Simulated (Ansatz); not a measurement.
# NaYAg2Cl6: complex band structure, part 2 of 3

Aim: relax a made-up compound, NaYAg2Cl6, and see how good a tunnel barrier it would be. It is built by putting Na for part of the Ag in the YAg3Cl6 structure of space group R-3, with the volume rescaled by atomic radii. The parent structure comes from the Materials Project.

Ansatz 0.2.0; PBEsol DFT, plane waves, PAW files (the session's first sound run).

So far. Step 2 (Cell and atoms at rest): The largest force component on a free atom ends at 0.0100 eV/Å.

The structure was built from a prototype and need not be the compound's stable phase.

### 3. The bulk crystal and its band edges

The energy window and the wavevectors of the next steps follow from the band edges, so these are searched first, off the mesh as well.

File input.yaml:

```yaml
crystal:
  lattice:
    - [3.4343079997, 1.9827986481, 6.0819786527]
    - [-3.4343079997, 1.9827986481, 6.0819786527]
    - [0.0, -3.9655972962, 6.0819786527]
  atoms:
    - { symbol: "Y", position: [0.0, 0.0, 0.0] }
    - { symbol: Ag, position: [0.8064750239, 0.8064750239, 0.8064750239] }
    - { symbol: Na, position: [0.5, 0.5, 0.5] }
    - { symbol: Ag, position: [0.1935249761, 0.1935249761, 0.1935249761] }
    - { symbol: Cl, position: [0.9092543819, 0.2251371024, 0.6095848765] }
    - { symbol: Cl, position: [0.6095848765, 0.9092543819, 0.2251371024] }
    - { symbol: Cl, position: [0.2251371024, 0.6095848765, 0.9092543819] }
    - { symbol: Cl, position: [0.7748628976, 0.3904151235, 0.0907456181] }
    - { symbol: Cl, position: [0.3904151235, 0.0907456181, 0.7748628976] }
    - { symbol: Cl, position: [0.0907456181, 0.7748628976, 0.3904151235] }
kpoints:
  mp_grid: { grid: [4, 4, 4] }
  band_path: { path: [VBM, CBM], npoints: 30 }
scf:
  occupations: { method: fixed }
hamiltonian:
  xc: pbesol
output:
  eigenvalues: true
  write_potential: true
  write_density: true
  volumetric_format: npy
```

Command:

```sh
$ ansatz run input.yaml --threads 2 --pin off --max-ram 4096MiB --backend cpu --events-out ev --progress --plain --runs-dir out
```

Numbers of over 12 decimals in the logs are rounded to 6 here.

Output:

```text
[...]
Crystal: 10 atoms, lattice volume = 248.493 Å³
Basis set: ecut = 420 eV, 4869 PW (Γ)
Bands: 60, of which v1, the nominal top of the filled ones, is band 50 counted from 1 (49 counted from 0)
Symmetry: 6 space group operations
[...]
k-points: 14 of 64
[...]
SCF iter   1: F=—  HF=-26694.550369 eV  |F-HF|=—  |Δ(HF+E_count)|=         —  Δρ=5.56e-3  dr2=9.39e-2  ethr=1.77e-3  ⟨swp⟩=5.0  Hψ=2613  notcnv=0  defer=99
[...]
SCF iter   7: F=-26694.527250 eV  HF=-26694.527250 eV  |F-HF|=6.36e-8  |Δ(HF+E_count)|=   1.42e-6  Δρ=3.41e-6  dr2=4.33e-8  ethr=1.00e-10  ⟨swp⟩=12.8  Hψ=3413  notcnv=0
SCF 1 converged in 7 iterations: F = -26694.527250 eV  dr2 = 4.33e-8
[...]
NSCF: frozen V_eff on 40 k-points
[...]
SCF converged after 7 iterations
Free energy (F): -26694.527250 eV
[...]
Internal energy: -26694.527250 eV  (E = F + TS)
E sigma→0 (E₀):  -26694.527250 eV
Fermi energy:    4.192649 eV
[...]
--- Band table (eV; the first three rows and the last of 14) ---
  k-point 0: bands = [... 46 lower, 4.0486, 4.0486, 4.1339, 4.1339, 7.4596, 8.3602, 8.3602, 8.4277, ... 6 higher]
  k-point 1: bands = [... 46 lower, 3.9379, 4.0391, 4.1026, 4.1368, 7.9237, 8.2913, 8.3602, 8.3845, ... 6 higher]
  k-point 2: bands = [... 46 lower, 3.9213, 4.0137, 4.0457, 4.1183, 7.8858, 8.2872, 8.3638, 8.8839, ... 6 higher]
  k-point 13: bands = [... 46 lower, 3.6371, 3.6371, 4.1926, 4.1926, 8.0918, 8.5304, 8.5304, 8.6575, ... 6 higher]
```

Wall time 40 s (2 threads of Arm Neoverse V2, shared host); peak memory 0.63 GiB; 79 s of CPU time.

This step gave:

| Property | Result |
| --- | --- |
| free energy | -26694.5273 eV |
| Fermi energy | 4.193 eV |
| gap on the k-mesh | 3.267 eV |
| gap on path | 3.247 eV, by band count; negative where bands overlap |
| direct gap on path | 3.326 eV |
| edge places on path | 0, 0.3260 1/A along the path |

Electronic bands along the path, in eV, zero at the Fermi level (highest filled level under fixed occupations); v1 is the highest filled band, c1 the lowest empty one:

| point | v4 | v3 | v2 | v1 | c1 | c2 | c3 | c4 |
| --- | --- | --- | --- | --- | --- | --- | --- | --- |
| VBM | -0.43 | -0.23 | -0.13 | 0.02 | 3.90 | 4.14 | 4.18 | 4.22 |
| halfway | -0.25 | -0.18 | -0.07 | -0.01 | 3.49 | 4.16 | 4.18 | 4.20 |
| CBM | -0.14 | -0.14 | -0.06 | -0.06 | 3.27 | 4.17 | 4.17 | 4.24 |

The searched edges give 3.25 eV, against 3.27 eV on the mesh.

### 4. Decaying states in the gap

This step: PBEsol DFT, plane waves, PAW files; complex bands by layer matching along the plane's normal (Ansatz 0.2.0).

The same crystal is laid in a cell whose first two vectors span the (001) plane (indices of the standard conventional cell, whose axes can be ordered otherwise than in the bulk input). At fixed energy and wavevector in the plane the solver finds all kz, real and complex. A few wavevectors are listed, (0, 0) and (-0.0833, 0.1458) in units of the plane's reciprocal vectors; the slowest state needn't be among them.

File input.yaml:

```yaml
crystal:
  lattice:
    - [6.868615999, 0.0, 0.0]
    - [3.434308, 5.948395944, 0.0]
    - [3.434308, -1.982798648, 6.081978653]
  atoms:
    - { symbol: "Y", position: [0.0, 0.0, 0.0] }
    - { symbol: Ag, position: [0.6129500478, 0.1935249761, 0.5805749283] }
    - { symbol: Na, position: [0.0, 0.5, 0.5] }
    - { symbol: Ag, position: [0.3870499522, 0.8064750239, 0.4194250717] }
    - { symbol: Cl, position: [0.1343914843, 0.7748628976, 0.2560236392] }
    - { symbol: Cl, position: [0.5188392584, 0.0907456181, 0.2560236392] }
    - { symbol: Cl, position: [0.8347219789, 0.3904151235, 0.2560236392] }
    - { symbol: Cl, position: [0.1652780211, 0.6095848765, 0.7439763608] }
    - { symbol: Cl, position: [0.4811607416, 0.9092543819, 0.7439763608] }
    - { symbol: Cl, position: [0.8656085157, 0.2251371024, 0.7439763608] }
kpoints:
  mp_grid: { grid: [6, 6, 6] }
scf:
  occupations: { method: fixed }
hamiltonian:
  xc: pbesol
output:
  eigenvalues: true
  transmission:
    leads: [[0, 0]]
    kpoints: [[0.0, 0.0], [-0.0833, 0.1458]]
    e_range: [-1.0, 4.25]
    de: 0.13
```

Output:

```text
[...]
Crystal: 10 atoms, lattice volume = 248.493 Å³
Basis set: ecut = 420 eV, 4869 PW (Γ)
Bands: 60, of which v1, the nominal top of the filled ones, is band 50 counted from 1 (49 counted from 0)
Symmetry: 6 space group operations
[...]
k-points: 40 of 216
[...]
SCF iter   1: F=—  HF=-26694.550473 eV  |F-HF|=—  |Δ(HF+E_count)|=         —  Δρ=5.56e-3  dr2=9.40e-2  ethr=1.77e-3  ⟨swp⟩=5.0  Hψ=7446  notcnv=0  defer=282
[...]
SCF iter   7: F=-26694.527278 eV  HF=-26694.527277 eV  |F-HF|=6.58e-8  |Δ(HF+E_count)|=   1.46e-6  Δρ=3.38e-6  dr2=4.44e-8  ethr=1.00e-10  ⟨swp⟩=13.1  Hψ=9854  notcnv=0
SCF 1 converged in 7 iterations: F = -26694.527278 eV  dr2 = 4.44e-8
[...]
transmission: 9 of 18 steps passed
transmission: 18 of 18 steps passed
SCF converged after 7 iterations
Free energy (F): -26694.527278 eV
[...]
Internal energy: -26694.527278 eV  (E = F + TS)
E sigma→0 (E₀):  -26694.527278 eV
Fermi energy:    4.198457 eV
[...]
--- Band table (eV; the first three rows and the last of 40) ---
  k-point 0: bands = [... 46 lower, 4.0486, 4.0486, 4.1338, 4.1338, 7.4596, 8.3602, 8.3602, 8.4277, ... 6 higher]
  k-point 1: bands = [... 46 lower, 3.9363, 3.9363, 4.1670, 4.1670, 7.6998, 8.3693, 8.4092, 8.4092, ... 6 higher]
  k-point 2: bands = [... 46 lower, 3.7465, 3.7465, 4.1860, 4.1860, 8.0727, 8.4108, 8.4943, 8.4943, ... 6 higher]
  k-point 39: bands = [... 46 lower, 3.7775, 4.0623, 4.0800, 4.1130, 8.0324, 8.0616, 8.2733, 9.0266, ... 6 higher]
--- Transmission ---
  basis      : 361 plane waves across, 9 finite elements along
  points     : 2, as listed
  energies   : 41 from -1.000000 to 4.200000 eV about the Fermi level, 0.130000 eV apart; the leads are filled to 1.630593 eV, and channels, transmission and decay are at 1.600000 eV
  crystal 0  : Y1Cl6Ag2Na1, at the sites [0, 0], period 6.0820 Å: whole cells are its period
    offset         : up to 0.0000 Å between an atom of the period and one for which it stands
    channels       : 0.000000e0 a spin
    conductance    : none, the energies end too early or step too widely for 300 K: set another output.transmission.e_range or a lower de, or, where they end at an eighth of basis.ecutwfc, a higher one
    slowest decay  : 0.3261 /Å at (0.0000, 0.0000)
```

Wall time 2.1 min (2 threads); peak memory 1.4 GiB; 3.6 min of CPU time.

Numbers from this step:

| Property | Result |
| --- | --- |
| Fermi energy | 4.198 eV |
| gap on the k-mesh | 3.261 eV |
| level to which the leads are filled | 1.631 eV from the Fermi level |
| decay constant at the filling level, zone centre | 0.3261 Å⁻¹ |
| decay constant at the filling level, slowest listed point | 0.3261 Å⁻¹ |

K parallel (0, 0); values up to 1.5 1/Å, a degenerate pair printed once or twice; energies at which all values exceed this have no row. Table of Im kz of the slowest decaying states by energy, zero at the highest filled level on the SCF mesh:

| energy (eV) | decay 1 (Å⁻¹) | decay 2 (Å⁻¹) | decay 3 (Å⁻¹) | decay 4 (Å⁻¹) |
| --- | --- | --- | --- | --- |
| -1.00 | 0.161 | 0.181 | 0.401 | 0.734 |
| -0.74 | 0.162 | 0.169 | 0.471 | 0.471 |
| -0.48 | 0.242 | 0.450 | 0.514 | 0.870 |
| -0.22 | 0.283 | 0.411 | 0.544 | 0.904 |
| 0.04 | 0.296 | 0.308 | 0.314 | 0.567 |
| 0.30 | 0.324 | 0.404 | 0.500 | 0.584 |
| 0.56 | 0.334 | 0.465 | 0.569 | 0.596 |
| 0.82 | 0.339 | 0.495 | 0.523 | 0.604 |
| 1.08 | 0.339 | 0.493 | 0.597 | 0.609 |
| 1.34 | 0.335 | 0.498 | 0.610 | 0.653 |
| 1.60 | 0.326 | 0.501 | 0.607 | 0.703 |
| 1.86 | 0.313 | 0.500 | 0.602 | 0.726 |
| 2.12 | 0.294 | 0.496 | 0.593 | 0.749 |
| 2.38 | 0.270 | 0.489 | 0.580 | 0.774 |
| 2.64 | 0.236 | 0.477 | 0.562 | 0.794 |
| 2.90 | 0.188 | 0.461 | 0.54 | 0.775 |
| 3.16 | 0.104 | 0.439 | 0.511 | 0.753 |
| 3.42 | 0.408 | 0.473 | 0.730 | 0.731 |
| 3.68 | 0.354 | 0.363 | 0.479 | 0.701 |
| 3.94 | 0.0966 | 0.282 | 0.500 | 0.671 |
| 4.20 | 0.501 | 0.635 | 0.640 | 0.720 |

K parallel (-0.0833, 0.1458); values up to 1.5 1/Å, a degenerate pair printed once or twice; energies at which all values exceed this have no row. Table of Im kz of the slowest decaying states by energy, zero at the highest filled level on the SCF mesh:

| energy (eV) | decay 1 (Å⁻¹) | decay 2 (Å⁻¹) | decay 3 (Å⁻¹) | decay 4 (Å⁻¹) |
| --- | --- | --- | --- | --- |
| -1.00 | 0.0855 | 0.184 | 0.190 | 0.244 |
| -0.74 | 0.181 | 0.235 | 0.243 | 0.299 |
| -0.48 | 0.0878 | 0.292 | 0.311 | 0.329 |
| -0.22 | 0.158 | 0.249 | 0.331 | 0.456 |
| 0.04 | 0.125 | 0.249 | 0.250 | 0.285 |
| 0.30 | 0.319 | 0.341 | 0.355 | 0.378 |
| 0.56 | 0.384 | 0.387 | 0.412 | 0.432 |
| 0.82 | 0.403 | 0.430 | 0.463 | 0.471 |
| 1.08 | 0.406 | 0.461 | 0.501 | 0.509 |
| 1.34 | 0.405 | 0.485 | 0.523 | 0.539 |
| 1.60 | 0.401 | 0.502 | 0.523 | 0.570 |
| 1.86 | 0.392 | 0.510 | 0.516 | 0.616 |
| 2.12 | 0.378 | 0.502 | 0.507 | 0.627 |
| 2.38 | 0.360 | 0.487 | 0.496 | 0.616 |
| 2.64 | 0.335 | 0.469 | 0.481 | 0.600 |
| 2.90 | 0.301 | 0.447 | 0.462 | 0.578 |
| 3.16 | 0.255 | 0.419 | 0.436 | 0.548 |
| 3.42 | 0.181 | 0.380 | 0.400 | 0.507 |
| 3.68 | 0.322 | 0.343 | 0.431 | 0.493 |
| 3.94 | 0.170 | 0.215 | 0.263 | 0.494 |
| 4.20 | 0.0595 | 0.257 | 0.450 | 0.483 |

At the listed wavevectors the last open channel is at -0.09 eV and the next at +3.29 eV on the grid. At +1.60 eV, the grid energy nearest the filling level (the middle of the gap on the SCF mesh), the slowest state at the listed wavevectors decays with κ = 0.326 Å⁻¹, its amplitude falling by e over 3.1 Å. Through 1 nm of this crystal that state's transmission falls by exp(−2 × 0.326 Å⁻¹ × 10 Å) = 0.0015.

### 5. Band edges at another level, cutoff 1197.3 eV

This step: PBEsol DFT, plane waves, norm-conserving files (Ansatz 0.2.0).

The edges again with norm-conserving files, at the same atoms. Against that run the cutoff is 1197 eV against 420.

File input.yaml:

```yaml
crystal:
  lattice:
    - [3.4343079997, 1.9827986481, 6.0819786527]
    - [-3.4343079997, 1.9827986481, 6.0819786527]
    - [0.0, -3.9655972962, 6.0819786527]
  atoms:
    - { symbol: "Y", position: [0.0, 0.0, 0.0] }
    - { symbol: Ag, position: [0.8064750239, 0.8064750239, 0.8064750239] }
    - { symbol: Na, position: [0.5, 0.5, 0.5] }
    - { symbol: Ag, position: [0.1935249761, 0.1935249761, 0.1935249761] }
    - { symbol: Cl, position: [0.9092543819, 0.2251371024, 0.6095848765] }
    - { symbol: Cl, position: [0.6095848765, 0.9092543819, 0.2251371024] }
    - { symbol: Cl, position: [0.2251371024, 0.6095848765, 0.9092543819] }
    - { symbol: Cl, position: [0.7748628976, 0.3904151235, 0.0907456181] }
    - { symbol: Cl, position: [0.3904151235, 0.0907456181, 0.7748628976] }
    - { symbol: Cl, position: [0.0907456181, 0.7748628976, 0.3904151235] }
kpoints:
  mp_grid: { grid: [4, 4, 4] }
  band_path: { path: [VBM, CBM], npoints: 30 }
scf:
  occupations: { method: fixed }
hamiltonian:
  xc: pbesol
  pseudopotentials: { kind: nc }
output:
  eigenvalues: true
```

Output:

```text
[...]
Crystal: 10 atoms, lattice volume = 248.493 Å³
Basis set: ecut = 1197.300995 eV, 23423 PW (Γ)
Bands: 60, of which v1, the nominal top of the filled ones, is band 50 counted from 1 (49 counted from 0)
Symmetry: 6 space group operations
[...]
k-points: 14 of 64
[...]
SCF iter   1: F=—  HF=-13471.060110 eV  |F-HF|=—  |Δ(HF+E_count)|=         —  Δρ=6.72e-2  dr2=1.34e1  ethr=3.10e-3  ⟨swp⟩=6.0  Hψ=3321  notcnv=0  defer=90
[...]
SCF iter  10: F=-13466.500978 eV  HF=-13466.500978 eV  |F-HF|=2.02e-8  |Δ(HF+E_count)|=   2.21e-7  Δρ=2.18e-6  dr2=1.18e-8  ethr=1.00e-10  ⟨swp⟩=16.4  Hψ=4217  notcnv=0
SCF 1 converged in 10 iterations: F = -13466.500978 eV  dr2 = 1.18e-8
[...]
SCF converged after 10 iterations
Free energy (F): -13466.500978 eV
[...]
Internal energy: -13466.500978 eV  (E = F + TS)
E sigma→0 (E₀):  -13466.500978 eV
Fermi energy:    4.224548 eV
[...]
--- Band table (eV; the first three rows and the last of 14) ---
  k-point 0: bands = [... 46 lower, 4.0804, 4.0804, 4.1655, 4.1655, 7.4922, 8.3937, 8.3937, 8.4613, ... 6 higher]
  k-point 1: bands = [... 46 lower, 3.9698, 4.0709, 4.1343, 4.1684, 7.9565, 8.3246, 8.3936, 8.4178, ... 6 higher]
  k-point 2: bands = [... 46 lower, 3.9531, 4.0453, 4.0774, 4.1498, 7.9192, 8.3209, 8.3971, 8.9170, ... 6 higher]
  k-point 13: bands = [... 46 lower, 3.6690, 3.6690, 4.2245, 4.2245, 8.1257, 8.5633, 8.5633, 8.6891, ... 6 higher]
```

It took 3.3 min on 2 threads; peak memory 1.8 GiB; 6.6 min of CPU time.

This step gave:

| Property | Result |
| --- | --- |
| free energy | -13466.5010 eV |
| Fermi energy | 4.225 eV |
| gap on the k-mesh | 3.268 eV |
| gap on path | 3.248 eV, by band count; negative where bands overlap |
| direct gap on path | 3.327 eV |

The electronic bands at the labelled points (eV, zero at the Fermi level (highest filled level under fixed occupations); v1 is the highest filled band, c1 the lowest empty one):

| point | v4 | v3 | v2 | v1 | c1 | c2 | c3 | c4 |
| --- | --- | --- | --- | --- | --- | --- | --- | --- |
| VBM | -0.43 | -0.23 | -0.13 | 0.02 | 3.90 | 4.14 | 4.18 | 4.22 |
| halfway | -0.25 | -0.18 | -0.07 | -0.01 | 3.49 | 4.16 | 4.19 | 4.20 |
| CBM | -0.14 | -0.14 | -0.06 | -0.06 | 3.27 | 4.17 | 4.17 | 4.24 |

The searched edges give 3.25 eV, against 3.27 eV on the mesh.

### 6. Complex bands at another level

This step: PBEsol DFT, plane waves, norm-conserving files; complex bands by layer matching along the plane's normal (Ansatz 0.2.0).

The complex bands at that level, over its own gap, at (0, 0) and (-0.0833, 0.1458).

File input.yaml:

```yaml
crystal:
  lattice:
    - [6.868615999, 0.0, 0.0]
    - [3.434308, 5.948395944, 0.0]
    - [3.434308, -1.982798648, 6.081978653]
  atoms:
    - { symbol: "Y", position: [0.0, 0.0, 0.0] }
    - { symbol: Ag, position: [0.6129500478, 0.1935249761, 0.5805749283] }
    - { symbol: Na, position: [0.0, 0.5, 0.5] }
    - { symbol: Ag, position: [0.3870499522, 0.8064750239, 0.4194250717] }
    - { symbol: Cl, position: [0.1343914843, 0.7748628976, 0.2560236392] }
    - { symbol: Cl, position: [0.5188392584, 0.0907456181, 0.2560236392] }
    - { symbol: Cl, position: [0.8347219789, 0.3904151235, 0.2560236392] }
    - { symbol: Cl, position: [0.1652780211, 0.6095848765, 0.7439763608] }
    - { symbol: Cl, position: [0.4811607416, 0.9092543819, 0.7439763608] }
    - { symbol: Cl, position: [0.8656085157, 0.2251371024, 0.7439763608] }
kpoints:
  mp_grid: { grid: [6, 6, 6] }
scf:
  occupations: { method: fixed }
hamiltonian:
  xc: pbesol
  pseudopotentials: { kind: nc }
output:
  eigenvalues: true
  transmission:
    leads: [[0, 0]]
    kpoints: [[0.0, 0.0], [-0.0833, 0.1458]]
    e_range: [-1.0, 4.25]
    de: 0.13
```

Output:

```text
Engine: ansatz 0.2.0, aarch64-unknown-linux-gnu
Pseudopotentials: kind: nc
Pseudopotential: Y, nc, valence charge 11, recommended cutoff 979.609905 eV (normal), Y.nc.azcp (PseudoDojo's, or run here from an input of PseudoDojo's: the run reads no file of this project's for it)
Pseudopotential: Ag, nc, valence charge 19, recommended cutoff 1115.666836 eV (normal), Ag.nc.azcp (PseudoDojo's, or run here from an input of PseudoDojo's: the run reads no file of this project's for it)
Pseudopotential: Na, nc, valence charge 9, recommended cutoff 1197.300995 eV (normal), Na.nc.azcp (PseudoDojo's, or run here from an input of PseudoDojo's: the run reads no file of this project's for it)
Pseudopotential: Cl, nc, valence charge 7, recommended cutoff 789.130201 eV (normal), Cl.nc.azcp (PseudoDojo's, or run here from an input of PseudoDojo's: the run reads no file of this project's for it)
Functional definition: PBEsol
  exchange = pbesol_x
  correlation = pbesol_c
Error: memory limit exceeded: the `transmission` phase of `transmission` needs 10.95 GiB against the run's memory maximum of 4.00 GiB; largest carriers: transmission 10.52 GiB, unmodelled-tail allowance 0.30 GiB, source scf tables 0.12 GiB, source scf state 0.00 GiB; the layers of output.transmission grow with the square of the cell's cross-section: a lower cutoff or a narrower output.transmission.e_range takes less, and so, most of all in a narrow cell, does a wider de; where no e_range is typed, a fill by count is planned with a gap of 40 thermal energies
with nothing else changed it takes a maximum of at least 10.95 GiB, with nothing to spare, and 12.05 GiB leaves up to a tenth: --max-ram 12.05GiB where that set the maximum, else more of the term that did, and with no share typed, where 12.05 GiB is over 0.88 of the host's memory or its container's limit, a share of 0.88 or more that holds the maximum too (--max-ram-frac F), where one does; The budget is ten eleventh [...]
`transmission` follows the SCF: where the deck gives it k-points, a mesh or a band count of its own, those are what to reduce (not on a resume, whose deck is fixed)
```

It took 0.34 s on 2 threads; peak memory 0.26 GiB.

The program refused the input before any cycle.

The program's message: “Error: memory limit exceeded: the `transmission` phase of `transmission` needs 10.95 GiB against the run's memory maximum of 4.00 GiB; largest carriers: transmission 10.52 GiB, unmodelled-tail allowan …”

(Part 2 of 3 ends here.)

[Logs are printed without paths, hosts, clocks, repeated set-up lines and the standing remarks that a program may print on its own settings, such as how far it seeks lower states.]

[Hosts, paths, dates, database ids (printed as entryN), source tags and the programs' standing remarks are cut or masked in the printed files.]
